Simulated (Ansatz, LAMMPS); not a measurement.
## Glassy 29TiO2-71Al2O3 (mol %) (137 atoms): a short ab initio trajectory

How do the atoms of glassy 29TiO2-71Al2O3 (mol %) (137 atoms) move, and what local order do they keep?

Calculated with Ansatz 0.2.0; Kohn-Sham DFT, PBE, PAW (set soft_2), plane waves.

### 1. Set-up

The cell holds 137 atoms: 9 Ti, 44 Al and 84 O. Its edges and angles: a = 11.468 Å, b = 11.468 Å, c = 11.468 Å, α = 90.0°, β = 90.0°, γ = 90.0°. 137 atoms (9 Ti, 44 Al, 84 O) placed at random at 3.12 g/cm³, melted at 4000 K for 10 ps at fixed volume with the Morse and Coulomb pair potential with partial charges (Pedone, Malavasi, Menziani, Cormack and Segre, J. Phys. Chem. B 110, 11780 (2006)). Quenched from 4000 K to 300 K at 300 K/ps and fixed volume, held 10 ps at zero pressure.

Limits known from the start: The quench rate of 300 K/ps is many orders above laboratory rates, so the cell is likely richer in defects and strain than a real sample. The network of bonds at the start is that of the classical potential that made the cell. Only the Γ point is sampled, in a cell whose shortest periodic width is 11 Å.

### 2. Dynamics started at 300 K

A Langevin thermostat couples each atom to a heat bath, at the price of damped dynamics. The time step is 1.0 fs.

File input.yaml:

```yaml
crystal:
  lattice:
    - [11.46801, 0.0, 0.0]
    - [0.0, 11.46801, 0.0]
    - [0.0, 0.0, 11.46801]
  atoms:
    - { symbol: Ti, position: [0.44636, 0.80996, 0.40423] }
    - { symbol: Ti, position: [0.35196, 0.53261, 0.8367] }
    - { symbol: Ti, position: [0.143, 0.77369, 0.44239] }
    - { symbol: Ti, position: [0.78801, 0.45916, 0.56473] }
    [... 127 atom lines left out ...]
    - { symbol: O, position: [0.42625, 0.66048, 0.91894] }
    - { symbol: O, position: [0.02906, 0.59774, 0.69689] }
    - { symbol: O, position: [0.16991, 0.3705, 0.51624] }
    - { symbol: O, position: [0.59433, 0.77837, 0.75138] }
    - { symbol: O, position: [0.31379, 0.07164, 0.84152] }
    - { symbol: O, position: [0.33488, 0.27405, 0.15356] }
kpoints:
  mp_grid: { grid: [1, 1, 1] }
hamiltonian:
  xc: pbe
scf:
  occupations: { method: fermi_dirac, width: 0.05 }
output:
  forces: true
md:
  timestep: 1.0
  n_steps: 122
  ensemble: nvt_langevin
  temperature: 300
  initial_velocities: maxwell_boltzmann
  seed: 4645
```

Started as:

```
> ansatz run input.yaml --threads 4 --pin off --max-ram 8192MiB --backend cpu --events-out ev --progress --plain --runs-dir out
```

Wall time 30 min (4 threads of Arm Neoverse V2, shared host); peak memory 2.5 GiB.

The program notes that it switched symmetry off.

Rows from the run:

| time (fs) | T (K) | potential (meV/atom) |
| --- | --- | --- |
| 0.0 | 298 | 0.0 |
| 8.0 | 366 | -12.2 |
| 16.0 | 427 | -22.7 |
| 24.0 | 390 | -19.8 |
| 33.0 | 358 | -17.4 |
| 41.0 | 353 | -17.7 |
| 49.0 | 382 | -24.4 |
| 57.0 | 354 | -21.6 |
| 65.0 | 350 | -22.6 |
| 73.0 | 363 | -25.5 |
| 81.0 | 396 | -28.9 |
| 89.0 | 350 | -24.9 |
| 98.0 | 351 | -24.8 |
| 106.0 | 381 | -28.3 |
| 114.0 | 362 | -29.0 |
| 122.0 | 332 | -27.0 |

Mean square displacement from the first frame to the last: Ti 0.033 Å², Al 0.037 Å², O 0.049 Å².

Mean square displacement against time lag:

| time lag (fs) | Al (Å²) | O (Å²) | Ti (Å²) |
| --- | --- | --- | --- |
| 1.0 | 3.4e-5 | 5.6e-5 | 1.9e-5 |
| 3.0 | 3.0e-4 | 5.0e-4 | 1.7e-4 |
| 6.0 | 0.00118 | 0.00195 | 6.8e-4 |
| 8.0 | 0.00206 | 0.00338 | 0.00119 |
| 11.0 | 0.00372 | 0.00604 | 0.00217 |
| 13.0 | 0.00502 | 0.00807 | 0.00296 |
| 16.0 | 0.00713 | 0.0113 | 0.00429 |
| 18.0 | 0.00861 | 0.0135 | 0.00526 |
| 21.0 | 0.0108 | 0.0166 | 0.00678 |
| 23.0 | 0.0123 | 0.0186 | 0.00783 |
| 26.0 | 0.0144 | 0.0213 | 0.00942 |
| 28.0 | 0.0156 | 0.0230 | 0.0105 |
| 31.0 | 0.0174 | 0.0252 | 0.0120 |
| 33.0 | 0.0184 | 0.0265 | 0.0131 |
| 36.0 | 0.0198 | 0.0284 | 0.0146 |
| 38.0 | 0.0207 | 0.0296 | 0.0155 |
| 41.0 | 0.0218 | 0.0313 | 0.0169 |
| 43.0 | 0.0225 | 0.0324 | 0.0179 |
| 46.0 | 0.0234 | 0.0341 | 0.0192 |
| 48.0 | 0.0239 | 0.0351 | 0.0200 |
| 51.0 | 0.0246 | 0.0365 | 0.0211 |
| 53.0 | 0.0251 | 0.0374 | 0.0218 |
| 56.0 | 0.0258 | 0.0385 | 0.0228 |
| 58.0 | 0.0262 | 0.0392 | 0.0235 |
| 61.0 | 0.0269 | 0.0400 | 0.0243 |

Over the second half of 122 fs the temperature averages 358 K with swings of 16 K r.m.s. From first frame to last O has the largest mean square displacement, 0.049 Å² at the end; the farthest move is 0.68 Å. The mean temperature of 358 K lies well off the 300 K of the input, so the thermostat hasn't yet brought the run to equilibrium. The count of bonds goes from 239 in the first frame to 249 in the last, by one set of cutoffs: 1 pairs passed out of them and 11 came within. The run spans 0.12 ps, too short for its means to be equilibrium values.

### 3. Local order late in the run

The g(r) is a mean over the second half; what follows it is taken at the last frame.

Density 3.26 g/cm³, 11.01 Å³ an atom.

Mean of 14 frames. Pair distribution functions g(r), in bins of 0.2 Å:

| r (Å) | total | O-O | O-Al | O-Ti | Al-Al | Al-Ti | Ti-Ti |
| --- | --- | --- | --- | --- | --- | --- | --- |
| 1.60 | 0.23 | 0.00 | 0.57 | 0.06 | 0.00 | 0.00 | 0.00 |
| 1.80 | 3.33 | 0.00 | 7.42 | 5.17 | 0.00 | 0.00 | 0.00 |
| 2.00 | 0.84 | 0.00 | 1.37 | 3.74 | 0.00 | 0.00 | 0.00 |
| 2.20 | 0.15 | 0.00 | 0.29 | 0.50 | 0.00 | 0.00 | 0.00 |
| 2.40 | 0.31 | 0.61 | 0.15 | 0.12 | 0.04 | 0.00 | 0.00 |
| 2.60 | 0.93 | 2.06 | 0.18 | 0.16 | 0.67 | 0.05 | 0.00 |
| 2.80 | 1.54 | 3.02 | 0.27 | 0.24 | 2.21 | 1.07 | 0.00 |
| 3.00 | 1.32 | 2.14 | 0.47 | 0.23 | 2.36 | 1.65 | 0.00 |
| 3.20 | 1.10 | 1.02 | 0.87 | 0.29 | 2.67 | 1.99 | 0.00 |
| 3.40 | 1.02 | 0.69 | 1.18 | 0.88 | 1.19 | 2.05 | 4.53 |
| 3.60 | 0.78 | 0.45 | 1.05 | 0.97 | 0.56 | 1.23 | 2.33 |
| 3.80 | 0.86 | 0.60 | 1.14 | 1.44 | 0.48 | 0.41 | 1.31 |
| 4.00 | 0.92 | 0.61 | 1.27 | 1.32 | 0.50 | 0.70 | 0.27 |
| 4.20 | 1.02 | 0.50 | 1.46 | 1.74 | 0.91 | 0.43 | 0.71 |
| 4.40 | 1.14 | 0.69 | 1.59 | 1.57 | 0.77 | 1.03 | 1.26 |
| 4.60 | 1.12 | 1.15 | 1.09 | 1.12 | 1.01 | 1.38 | 1.82 |
| 4.80 | 0.96 | 1.19 | 0.79 | 0.95 | 0.81 | 0.95 | 1.13 |
| 5.00 | 0.99 | 1.53 | 0.62 | 0.56 | 0.87 | 0.90 | 0.12 |
| 5.20 | 0.93 | 1.23 | 0.64 | 0.54 | 1.12 | 1.25 | 0.39 |
| 5.40 | 1.02 | 1.26 | 0.79 | 0.71 | 1.32 | 0.89 | 0.29 |
| 5.60 | 0.99 | 1.08 | 0.85 | 0.88 | 1.14 | 1.42 | 1.39 |

Bonds by pair of elements; cutoffs follow the first minimum of g(r), held within bounds set by covalent radii, and pairs that aren't listed don't count as bonded:

| pair A-B | cutoff (Å) | bonds | mean length (Å) | spread (Å) | shortest (Å) | B about A | A about B |
| --- | --- | --- | --- | --- | --- | --- | --- |
| O-Al | 2.43 | 204 | 1.85 | 0.138 | 1.67 | 2.43 | 4.64 |
| O-Ti | 2.64 | 45 | 1.93 | 0.171 | 1.73 | 0.536 | 5 |

How many atoms have how many bonded neighbours:

| element | mean | 2 | 3 | 4 | 5 | 6 |
| --- | --- | --- | --- | --- | --- | --- |
| Al | 4.64 | 0 | 0 | 21 | 18 | 5 |
| O | 2.96 | 13 | 61 | 10 | 0 | 0 |
| Ti | 5 | 0 | 0 | 2 | 5 | 2 |

Bond angles, per cent of each kind in bins of 5°:

| angle (°) | O-Al-O | Al-O-Al | O-Ti-O | Al-O-Ti |
| --- | --- | --- | --- | --- |
| 65–70 | 0.3 | 0.0 | 1.1 | 0.0 |
| 70–75 | 1.8 | 0.0 | 5.4 | 0.0 |
| 75–80 | 5.5 | 2.2 | 9.8 | 1.5 |
| 80–85 | 6.8 | 3.9 | 8.7 | 2.9 |
| 85–90 | 9.4 | 6.1 | 6.5 | 4.3 |
| 90–95 | 10.8 | 5.6 | 7.6 | 8.7 |
| 95–100 | 9.7 | 9.4 | 14.1 | 7.2 |
| 100–105 | 13.6 | 8.9 | 9.8 | 7.2 |
| 105–110 | 8.1 | 7.8 | 2.2 | 7.2 |
| 110–115 | 8.4 | 12.8 | 7.6 | 7.2 |
| 115–120 | 5.8 | 7.8 | 4.3 | 5.8 |
| 120–125 | 2.6 | 8.9 | 4.3 | 10.1 |
| 125–130 | 2.1 | 7.2 | 1.1 | 4.3 |
| 130–135 | 2.6 | 6.1 | 2.2 | 5.8 |
| 135–140 | 1.6 | 2.2 | 1.1 | 15.9 |
| 140–145 | 1.8 | 2.2 | 2.2 | 4.3 |
| 145–150 | 0.3 | 2.8 | 2.2 | 1.5 |
| 150–155 | 1.3 | 1.7 | 1.1 | 1.5 |
| 155–160 | 1.3 | 1.1 | 4.3 | 0.0 |
| 160–165 | 1.8 | 1.1 | 0.0 | 1.5 |
| 165–170 | 2.4 | 1.1 | 3.3 | 2.9 |
| 170–175 | 1.1 | 0.6 | 1.1 | 0.0 |
| 175–180 | 0.8 | 0.6 | 0.0 | 0.0 |

Bond angles (no mean is given where the spread exceeds 20°):

| angle | count | mean (°) | spread (°) |
| --- | --- | --- | --- |
| O-Al-O | 381 | - | - |
| Al-O-Al | 180 | - | - |
| O-Ti-O | 92 | - | - |
| Al-O-Ti | 69 | - | - |
| Ti-O-Ti | 7 | 137 | 12.9 |

Oxygen atoms by the number of network formers (Si, P, Ge, B, Al, As, Ga) bound to them:

| network formers bound to O | O atoms | per cent |
| --- | --- | --- |
| 0 | 2 | 2.4 |
| 1 | 10 | 11.9 |
| 2 | 30 | 35.7 |
| 3 | 34 | 40.5 |
| 4 | 8 | 9.5 |

Network units: each former by its oxygen neighbours and how many of them bridge to another former:

| former | O neighbours | bridging O | atoms |
| --- | --- | --- | --- |
| Al | 4 | 3 | 4 |
| Al | 4 | 4 | 17 |
| Al | 5 | 3 | 1 |
| Al | 5 | 4 | 3 |
| Al | 5 | 5 | 14 |
| Al | 6 | 5 | 1 |
| Al | 6 | 6 | 4 |

Bond length by coordination (bonds to H left out):

| element | coordination | atoms | mean bond length (Å) |
| --- | --- | --- | --- |
| Al | 4 | 21 | 1.78 |
| Al | 5 | 18 | 1.89 |
| Al | 6 | 5 | 1.95 |
| O | 2 | 13 | 1.75 |
| O | 3 | 61 | 1.86 |
| O | 4 | 10 | 1.99 |
| Ti | 4 | 2 | 1.82 |
| Ti | 5 | 5 | 1.95 |
| Ti | 6 | 2 | 1.97 |

Rings of the network by King's shortest-path rule, up to 12 atoms, one path for each pair of neighbours; H, halogens, alkali and alkaline-earth atoms are left out, and the last column divides by all other atoms, bonded or not:

| ring size (atoms) | rings | per network atom |
| --- | --- | --- |
| 4 | 43 | 0.314 |
| 6 | 102 | 0.745 |
| 8 | 121 | 0.883 |
| 10 | 34 | 0.248 |
| 12 | 3 | 0.022 |

First main peaks of g(r), for some of the pairs, lie near 2.8 Å (O-O), 1.8 Å (O-Al), 1.9 Å (O-Ti), 3.2 Å (Al-Al), 3.3 Å (Al-Ti) and 3.5 Å (Ti-Ti). By these cutoffs 48 % of Al atoms have 4, 73 % of O atoms have 3 and 56 % of Ti atoms have 5 bonded neighbours. Counting bonds to Al alone, not to Ti, 36 % of the oxygens join two of these atoms and 12 % one; 40 % join three; 10 % join four; 2 % join none. The commonest Al unit has 4 oxygens, 4 of them shared with other formers (17 of 44 atoms). Rings of 8 atoms are the most common (40 % of those counted); sizes run from 4 to 12, where the search stops.

### 4. Single point at the last frame

The last frame is solved once more, with the analyses that the dynamics left out.

File input.yaml:

```yaml
crystal:
  lattice:
    - [11.46801, 0.0, 0.0]
    - [0.0, 11.46801, 0.0]
    - [0.0, 0.0, 11.46801]
  atoms:
    - { symbol: Ti, position: [0.44824, 0.8184, 0.38174] }
    - { symbol: Ti, position: [0.34782, 0.53137, 0.82036] }
    - { symbol: Ti, position: [0.14734, 0.78142, 0.43234] }
    - { symbol: Ti, position: [0.78797, 0.45549, 0.55139] }
    [... 127 atom lines left out ...]
    - { symbol: O, position: [0.42448, 0.64737, 0.90274] }
    - { symbol: O, position: [0.02221, 0.61052, 0.68872] }
    - { symbol: O, position: [0.15841, 0.36716, 0.51532] }
    - { symbol: O, position: [0.5978, 0.77293, 0.74281] }
    - { symbol: O, position: [0.30997, 0.06102, 0.85253] }
    - { symbol: O, position: [0.35651, 0.28619, 0.16169] }
kpoints:
  mp_grid: { grid: [1, 1, 1] }
hamiltonian:
  xc: pbe
scf:
  occupations: { method: fermi_dirac, width: 0.05 }
output:
  forces: true
  stress: true
  populations: true
  dos:
    method: { smearing: { sigma: 0.15 } }
    de: 0.1
    projected: { site_lists: { Al: [Al], O: [O], Ti: [Ti] } }
  eigenvalues: true
  write_density: true
  write_potential: true
  volumetric_format: npy
```

It took 35 s on 4 threads; peak memory 2.3 GiB; 2.2 min of CPU time.

Read from the output:

```yaml
free_energy: -93982.2765 eV
free_energy_per_atom: -686.0020 eV/atom
scf_cycles: 11
pressure: 5.997 GPa
r_m_s_force_component: 0.798 eV/Å
longest_force: 2.971 eV/Å
fermi_energy: 7.07 eV
spacing_of_highest_filled_and_lowest_empty_level: 2.238 eV
spilling_of_the_projection: 0.007194
```

Neighbours are counted within 2.43 Å (O-Al), 2.64 Å (O-Ti), the cutoffs taken from the dynamics.

Length of the force by element and coordination:

| element | coordination | atoms | mean length of the force (eV/Å) | spread | least | most |
| --- | --- | --- | --- | --- | --- | --- |
| Al | all | 44 | 1.36 | 0.619 | 0.282 | 2.71 |
| Al | 4 | 21 | 1.36 | 0.641 | 0.282 | 2.71 |
| Al | 5 | 18 | 1.34 | 0.611 | 0.453 | 2.58 |
| Al | 6 | 5 | 1.48 | 0.539 | 1.00 | 2.52 |
| O | all | 84 | 1.12 | 0.586 | 0.198 | 2.97 |
| O | 2 | 13 | 0.817 | 0.338 | 0.302 | 1.31 |
| O | 3 | 61 | 1.22 | 0.635 | 0.198 | 2.97 |
| O | 4 | 10 | 0.941 | 0.260 | 0.459 | 1.45 |
| Ti | all | 9 | 1.65 | 0.659 | 0.563 | 2.47 |
| Ti | 4 | 2 | 1.85 | 0.0379 | 1.82 | 1.89 |
| Ti | 5 | 5 | 1.89 | 0.652 | 0.693 | 2.47 |
| Ti | 6 | 2 | 0.858 | 0.295 | 0.563 | 1.15 |

Löwdin charges by element and coordination (they lack the spilled electrons, 0.039 e an atom on average):

| element | coordination | atoms | mean charge (e) | spread | least | most |
| --- | --- | --- | --- | --- | --- | --- |
| Al | all | 44 | 1.32 | 0.0353 | 1.24 | 1.38 |
| Al | 4 | 21 | 1.33 | 0.0256 | 1.29 | 1.37 |
| Al | 5 | 18 | 1.31 | 0.0349 | 1.26 | 1.38 |
| Al | 6 | 5 | 1.27 | 0.0231 | 1.24 | 1.31 |
| O | all | 84 | -0.781 | 0.0776 | -0.875 | -0.521 |
| O | 2 | 13 | -0.735 | 0.128 | -0.875 | -0.521 |
| O | 3 | 61 | -0.785 | 0.0634 | -0.862 | -0.633 |
| O | 4 | 10 | -0.818 | 0.0224 | -0.862 | -0.791 |
| Ti | all | 9 | 1.44 | 0.0418 | 1.36 | 1.51 |
| Ti | 4 | 2 | 1.39 | 0.0277 | 1.36 | 1.42 |
| Ti | 5 | 5 | 1.46 | 0.0333 | 1.41 | 1.51 |
| Ti | 6 | 2 | 1.44 | 0.0258 | 1.42 | 1.47 |

Density of states as counts of states in windows of 1 eV (from the Fermi level), total and the larger projections:

| from (eV) | to (eV) | total | O p | Ti d | Al p |
| --- | --- | --- | --- | --- | --- |
| -10 | -9 | 0.0 | 0.0 | 0.0 | 0.0 |
| -9 | -8 | 7.3 | 5.4 | 0.1 | 0.4 |
| -8 | -7 | 42.0 | 31.1 | 1.1 | 3.0 |
| -7 | -6 | 58.4 | 44.3 | 2.6 | 6.2 |
| -6 | -5 | 81.9 | 64.7 | 5.0 | 7.6 |
| -5 | -4 | 93.2 | 79.0 | 4.5 | 5.8 |
| -4 | -3 | 95.8 | 86.2 | 3.0 | 3.5 |
| -3 | -2 | 86.0 | 80.4 | 1.7 | 1.8 |
| -2 | -1 | 39.2 | 37.1 | 0.5 | 0.7 |
| -1 | 0 | 0.2 | 0.2 | 0.0 | 0.0 |
| 0 | 1 | 0.5 | 0.1 | 0.5 | 0.0 |
| 1 | 2 | 28.5 | 3.9 | 23.0 | 0.5 |
| 2 | 3 | 27.5 | 4.5 | 18.9 | 0.7 |
| 3 | 4 | 19.7 | 3.7 | 12.5 | 0.9 |
| 4 | 5 | 27.3 | 5.4 | 9.4 | 4.6 |

Between -26 and -10 eV lie 168 more states.

The stored curve holds about 672 of the 744 electrons; the rest, give or take the few that broadening carries across the Fermi level, lie in deeper levels below its range.

The levels nearest the highest filled one (over half full), pooled over k-points and spins:

| level less the highest filled one (eV) | occupation |
| --- | --- |
| -0.383 | 2 |
| -0.310 | 2 |
| -0.245 | 2 |
| -0.158 | 2 |
| -0.0732 | 2 |
| 0 | 2 |
| 2.24 | 0 |
| 2.33 | 0 |
| 2.43 | 0 |
| 2.48 | 0 |
| 2.54 | 0 |
| 2.61 | 0 |

Mean Löwdin charges: Al +1.32, O -0.78, Ti +1.44 e (they miss 0.72 % of the electrons, so they add up to more than the cell's charge). The largest share in the top eV of filled states is O p (96 % of the projected weight), and in the lowest eV of empty states Ti d (81 % of the projected weight).

### 5. Results

| Quantity | Value |
| --- | --- |
| mean temperature, second half | 358 K |
| temperature swing, second half | 16.37 K |
| free energy per atom | -686.0020 eV/atom |
| pressure | 5.997 GPa |
| r.m.s. force component | 0.798 eV/Å |
| gap (highest filled to lowest empty level) | 2.238 eV |
| wall time of the 2 DFT runs | 30 min |

What this shows: Over the second half of 122 fs the temperature averages 358 K with swings of 16 K r.m.s. The mean temperature of 358 K lies well off the 300 K of the input, so the thermostat hasn't yet brought the run to equilibrium. The count of bonds goes from 239 in the first frame to 249 in the last, by one set of cutoffs: 1 pairs passed out of them and 11 came within. The run spans 0.12 ps, too short for its means to be equilibrium values. By these cutoffs 48 % of Al atoms have 4, 73 % of O atoms have 3 and 56 % of Ti atoms have 5 bonded neighbours. Counting bonds to Al alone, not to Ti, 36 % of the oxygens join two of these atoms and 12 % one; 40 % join three; 10 % join four; 2 % join none.

The highest filled and lowest empty levels differ by 2.24 eV (at Γ alone); a semilocal functional tends to put such gaps too low. In a disordered cell it changes from sample to sample, and tail or defect levels can set it.

Caveats: The starting topology of bonds comes from the classical model; in DFT 1 of its 239 bonded pairs passed out of the cutoffs and 11 came within them. The pressure of 6.0 GPa is that of one thermal frame at a volume set beforehand, without the kinetic term.

[Logs are printed without paths, hosts, clocks, repeated set-up lines and the standing remarks that a program may print on its own settings, such as how far it seeks lower states.]

[Hosts, paths, dates, database ids (printed as entryN), source tags and the programs' standing remarks are cut or masked in the printed files.]
